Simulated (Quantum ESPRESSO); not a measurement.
## BeC2 (I4/mmm): zone-centre phonons

Which modes does BeC2 (I4/mmm) have at the zone centre?

Calculated with Quantum ESPRESSO 7.5; DFT LDA, scalar-relativistic, plane waves, PseudoDojo norm-conserving pseudopotentials.

The structure was built from a prototype and need not be the compound's stable phase.

## Step 1: The structure

Symmetry: I4/mmm, No. 139, tetragonal system. Conventional cell: a = 2.717 Å, b = 2.717 Å, c = 4.481 Å, α = 90.00°, β = 90.00°, γ = 90.00°. Be has 10 C at 1.85 to 1.96 Å nearest. Nearest to C lie 1 C at 0.78 Å and 5 Be at 1.85 to 1.96 Å. Farther neighbours are not listed.

Structure file:

```cif
data_structure
_symmetry_space_group_name_H-M 'I4/mmm'
_symmetry_Int_Tables_number 139
_cell_length_a 2.7167
_cell_length_b 2.7167
_cell_length_c 4.4809
_cell_angle_alpha 90.000
_cell_angle_beta 90.000
_cell_angle_gamma 90.000
_cell_volume 33.07
loop_
_atom_site_label
_atom_site_type_symbol
_atom_site_symmetry_multiplicity
_atom_site_Wyckoff_symbol
_atom_site_fract_x
_atom_site_fract_y
_atom_site_fract_z
_atom_site_occupancy
Be1 Be 2 a 0.00000 0.00000 0.00000 1
C1 C 4 e 0.50000 0.50000 0.08701 1
```

## Step 2: A probe with smearing

Before anything dear is run, a loose run with smearing shows whether this is a metal and how far the cell is from rest.

Input file probe.in:

```
&control
   calculation = 'scf'
   prefix = 'x'
   outdir = './tmp'
   pseudo_dir = './pseudo'
   tprnfor = .true.
   tstress = .true.
   verbosity = 'high'
/
&system
   ibrav = 0
   nat = 3
   ntyp = 2
   ecutwfc = 76.0
   occupations = 'smearing'
   smearing = 'gaussian'
   degauss = 0.01
/
&electrons
   conv_thr = 1.0d-07
   mixing_beta = 0.7
   electron_maxstep = 100
/
ATOMIC_SPECIES
 Be      9.0122  Be.upf
 C      12.0110  C.upf
CELL_PARAMETERS angstrom
    -1.358340000    1.358340000    2.240450000
     1.358340000   -1.358340000    2.240450000
     1.358340000    1.358340000   -2.240450000
ATOMIC_POSITIONS crystal
 Be     0.000000000   0.000000000   0.000000000
 C      0.587008000   0.587008000   0.000000000
 C      0.412992000   0.412992000   0.000000000
K_POINTS automatic
 10 10 10 0 0 0
```

Started as:

```
> OMP_NUM_THREADS=1 mpirun -n 4 pw.x -nk 4 -in probe.in > probe.out
```

Log:

```text
[banners, grids, parts of the stress and lines that vanish by symmetry left out]
Program PWSCF v.7.5
     Message from routine setup:
     using ibrav=0 with symmetry is DISCOURAGED, use correct ibrav instead
[...]
kinetic-energy cutoff     =      76.0000  Ry
     charge density cutoff     =     304.0000  Ry
     scf convergence threshold =      1.0E-07
[...]
Exchange-correlation= SLA  PW   NOGX NOGC
                           (   1   4   0   0   0   0   0)
[...]
16 Sym. Ops., with inversion, found
[...]
(     0          1          0      )
                  (     0          0          1      )
[...]
( -0.0000000  1.0000000 -0.0000000 )
                  ( -0.0000000 -0.0000000  1.0000000 )
[...]
(     1          0          0      )
                  (    -1         -1         -1      )
[...]
(    -1         -1         -1      )
                  (     0          1          0      )
[...]
( -1.0000000 -0.0000000  0.0000000 )
                  (  0.0000000 -0.0000000 -1.0000000 )
[...]
number of k points=   102  Gaussian smearing, width (Ry)=  0.0100
[...]
End of self-consistent calculation
[...]
the Fermi energy is    13.9266 ev
!    total energy              =     -49.63780713 Ry
[...]
convergence has been achieved in   6 iterations
[...]
atom    1 type  1   force =     0.00000000    0.00000000    0.00000000
     atom    2 type  2   force =     0.00000000   -0.00000000    6.53506384
     atom    3 type  2   force =    -0.00000000    0.00000000   -6.53506384
[...]
Total force =     9.241976     Total SCF correction =     0.000244
[...]
total   stress  (Ry/bohr**3)                   (kbar)     P=     4653.27
[...]
XML data file, charge density, pseudopotentials, collected wavefunctions

   JOB DONE.
```

Elapsed: 3.2 s, on 4 MPI ranks of AMD EPYC 9R45, shared host; 12 s of CPU time.

This step gave:

| Property | Result |
| --- | --- |
| volume per atom | 5.512 Å³ |
| pressure | 465.3 GPa |
| gap on the k-mesh | 0 eV |

No gap opens on this mesh, so smearing is kept; the start stands at 465 GPa.

## Step 3: Relaxing the cell and atoms

The harmonic expansion starts where the forces on the atoms vanish, and stress shifts the frequencies, so cell and atoms are relaxed with tight thresholds.

Input file relax.in:

```
&control
   calculation = 'vc-relax'
   prefix = 'x'
   outdir = './tmp'
   pseudo_dir = './pseudo'
   tprnfor = .true.
   tstress = .true.
   forc_conv_thr = 2.0d-05
   etot_conv_thr = 1.0d-07
   nstep = 40
/
&system
   ibrav = 0
   nat = 3
   ntyp = 2
   ecutwfc = 76.0
   occupations = 'smearing'
   smearing = 'mv'
   degauss = 0.02
/
&electrons
   conv_thr = 1.0d-11
   mixing_beta = 0.7
   electron_maxstep = 100
/
&ions
/
&cell
   press_conv_thr = 0.1
/
ATOMIC_SPECIES
 Be      9.0122  Be.upf
 C      12.0110  C.upf
CELL_PARAMETERS angstrom
    -1.358340000    1.358340000    2.240450000
     1.358340000   -1.358340000    2.240450000
     1.358340000    1.358340000   -2.240450000
ATOMIC_POSITIONS crystal
 Be     0.000000000   0.000000000   0.000000000
 C      0.587008000   0.587008000   0.000000000
 C      0.412992000   0.412992000   0.000000000
K_POINTS automatic
 16 16 16 0 0 0
```

Started as:

```
> OMP_NUM_THREADS=1 mpirun -n 4 pw.x -nk 4 -in relax.in > relax.out
```

Log:

```text
[banners, grids, parts of the stress and lines that vanish by symmetry left out]
[banner, memory and clock lines left out]
Program PWSCF v.7.5

[...]
kinetic-energy cutoff     =      76.0000  Ry
     charge density cutoff     =     304.0000  Ry
     scf convergence threshold =      1.0E-11
[...]
energy convergence thresh.=      1.0E-07
     force convergence thresh. =      2.0E-05
     press convergence thresh. =      1.0E-01
     Exchange-correlation= SLA  PW   NOGX NOGC
                           (   1   4   0   0   0   0   0)
[...]
16 Sym. Ops., with inversion, found
[...]
number of k points=   349  Marzari-Vanderbilt smearing, width (Ry)=  0.0200
[...]
End of self-consistent calculation
[...]
the Fermi energy is    13.8442 ev
!    total energy              =     -49.63770400 Ry
[...]
convergence has been achieved in   9 iterations
[...]
atom    1 type  1   force =    -0.00000000   -0.00000000    0.00000000
     atom    2 type  2   force =    -0.00000000   -0.00000000    6.53442605
     atom    3 type  2   force =     0.00000000    0.00000000   -6.53442605
     Total force =     9.241074     Total SCF correction =     0.000000
[...]
total   stress  (Ry/bohr**3)                   (kbar)     P=     4653.89
[...]
number of bfgs steps    =   0
[...]
CELL_PARAMETERS (angstrom)
[...]
ATOMIC_POSITIONS (crystal)
Be              -0.0000000000       -0.0000000000       -0.0000000000
C                0.6460560942        0.6460560942       -0.0000000000
C                0.3539439058        0.3539439058        0.0000000000
[...]
New effective cutoffs (rho, wfc):  297.49   74.71
[...]
c_bands:  1 eigenvalues not converged
     c_bands:  1 eigenvalues not converged
     c_bands:  1 eigenvalues not converged
     c_bands:  1 eigenvalues not converged
[...]
End of self-consistent calculation
[...]
the Fermi energy is    11.3812 ev
!    total energy              =     -51.40619056 Ry
[...]
convergence has been achieved in  11 iterations
[...]
atom    1 type  1   force =     0.00000000    0.00000000    0.00000000
     atom    2 type  2   force =    -0.00000000   -0.00000000   -0.25390065
     atom    3 type  2   force =    -0.00000000   -0.00000000    0.25390065
     Total force =     0.359070     Total SCF correction =     0.000000
[...]
total   stress  (Ry/bohr**3)                   (kbar)     P=       -1.24
[...]
number of bfgs steps    =   7
[...]
the Fermi energy is     7.8875 ev
!    total energy              =     -51.54177919 Ry
[...]
convergence has been achieved in   6 iterations
[...]
atom    2 type  2   force =     0.00000000    0.00000000   -0.00004262
     atom    3 type  2   force =    -0.00000000   -0.00000000    0.00004262
     Total force =     0.000060     Total SCF correction =     0.000000
[...]
total   stress  (Ry/bohr**3)                   (kbar)     P=       -0.08
[...]
number of bfgs steps    =   8
[...]
small trust_radius: resetting bfgs history
[...]
New effective cutoffs (rho, wfc):  269.83   68.78
[...]
End of self-consistent calculation
[...]
the Fermi energy is     7.8881 ev
!    total energy              =     -51.54177919 Ry
[...]
convergence has been achieved in   5 iterations
[...]
atom    1 type  1   force =     0.00000000   -0.00000000    0.00000000
     atom    2 type  2   force =    -0.00000000   -0.00000000    0.00012050
     atom    3 type  2   force =     0.00000000    0.00000000   -0.00012050
     Total force =     0.000170     Total SCF correction =     0.000000
[...]
total   stress  (Ry/bohr**3)                   (kbar)     P=        0.10
[...]
number of bfgs steps    =   9
[...]
resetting bfgs history
     Message from routine bfgs:
[...]
CELL_PARAMETERS (angstrom)
[...]
ATOMIC_POSITIONS (crystal)
[...]
New effective cutoffs (rho, wfc):  269.83   68.78
[...]
End of self-consistent calculation
[...]
the Fermi energy is     7.8881 ev
!    total energy              =     -51.54177919 Ry
[...]
convergence has been achieved in   1 iterations
[...]
atom    1 type  1   force =     0.00000000    0.00000000    0.00000000
     atom    2 type  2   force =    -0.00000000   -0.00000000    0.00012038
     atom    3 type  2   force =     0.00000000   -0.00000000   -0.00012038
     Total force =     0.000170     Total SCF correction =     0.000000
[...]
total   stress  (Ry/bohr**3)                   (kbar)     P=        0.10
[...]
Message from routine bfgs:
[...]
bfgs failed after  11 scf cycles and   9 bfgs steps, convergence not achieved
[...]
End of BFGS Geometry Optimization
     Final enthalpy           =     -51.5417791913 Ry
     File ./tmp/x.bfgs deleted, as requested
[...]
CELL_PARAMETERS (angstrom)
[...]
ATOMIC_POSITIONS (crystal)
[...]
C                0.6330091251        0.6330091251        0.0000000000
C                0.3669908749        0.3669908749        0.0000000000
[...]
XML data file, charge density, pseudopotentials, collected wavefunctions
```

Elapsed: 81 s, on 4 MPI ranks.

The run stopped without converging: the BFGS search stopped short of its thresholds.

## Step 4: What came out

- last step: not converged: the BFGS search stopped short of its thresholds

What this shows: The relaxation gained more than 0.3 eV an atom, so the start was far from this structure and its bonding may have changed. The chain ended before any phonons were found, so nothing is said of the vibrations.

[Host names and launcher messages were left out of these logs when they were recorded.]

[Logs are printed without paths, hosts, clocks, repeated set-up lines and the standing remarks that a program may print on its own settings, such as how far it seeks lower states.]

[Hosts, paths, dates, database ids (printed as entryN), source tags and the programs' standing remarks are cut or masked in the printed files.]
